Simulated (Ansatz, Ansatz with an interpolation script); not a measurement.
Planning a run of Ansatz 0.2.0 on MgCrO4 (Cmcm). The input:

```yaml
crystal:
  lattice:
    - [2.7485, -4.184, 0.0]
    - [2.7485, 4.184, 0.0]
    - [0.0, 0.0, 6.147]
  atoms:
    - { symbol: Mg, position: [0.0, 0.0, 0.0] }
    - { symbol: Mg, position: [0.0, 0.0, 0.5] }
    - { symbol: Cr, position: [0.6424782031, 0.3575217969, 0.25] }
    - { symbol: Cr, position: [0.3575217969, 0.6424782031, 0.75] }
    - { symbol: O, position: [0.7550048308, 0.2449951692, 0.039819615] }
    - { symbol: O, position: [0.2449951692, 0.7550048308, 0.539819615] }
    - { symbol: O, position: [0.2449951692, 0.7550048308, 0.960180385] }
    - { symbol: O, position: [0.7550048308, 0.2449951692, 0.460180385] }
    - { symbol: O, position: [0.2780919687, 0.219248177, 0.25] }
    - { symbol: O, position: [0.7219080313, 0.780751823, 0.75] }
    - { symbol: O, position: [0.219248177, 0.2780919687, 0.75] }
    - { symbol: O, position: [0.780751823, 0.7219080313, 0.25] }
kpoints:
  mp_grid: { grid: [4, 4, 2] }
hamiltonian:
  xc: lda
  pseudopotentials: { kind: paw, azcp: { folder: soft_1 }, xc_functional: pbe }
scf:
  occupations: { method: fixed }
gw:
  n_empty_bands: 589
  ecut_chi: 150.0
  qp_bands: [v24, c8]
  screening: { model: contour_deformation }
```

```sh
ansatz run input.yaml --threads 8 --pin off --max-ram 18432MiB --backend cpu --events-out ev --progress --plain --runs-dir out
```

How long will it take on 8 threads of INTEL XEON PLATINUM 8581C at 2.10GHz (Emerald Rapids), shared host, and how much memory?

It took 9.5 min; on shared hardware allow 4.8 min to 19 min. Peak host memory was 5.2 GiB. The sizes that set the cost: 2765 plane waves a state, 14 irreducible k points, 637 bands summed, 577 plane waves in the screening and 11 SCF cycles.

The screening grows as filled bands × empty bands × pairs of k points, times the square of the screening basis for the matrix.

[Paths, hosts, dates, memory and timing lines, banners, echoed tables and standing remarks are left out of the program output.]

[Logs are printed without paths, hosts, clocks, repeated set-up lines and the standing remarks that a program may print on its own settings, such as how far it seeks lower states.]

[Runs of the session that timed out or met a known fault of the program may be left out.]

[Hosts, paths, dates, database ids (printed as entryN), source tags and the programs' standing remarks are cut or masked in the printed files.]
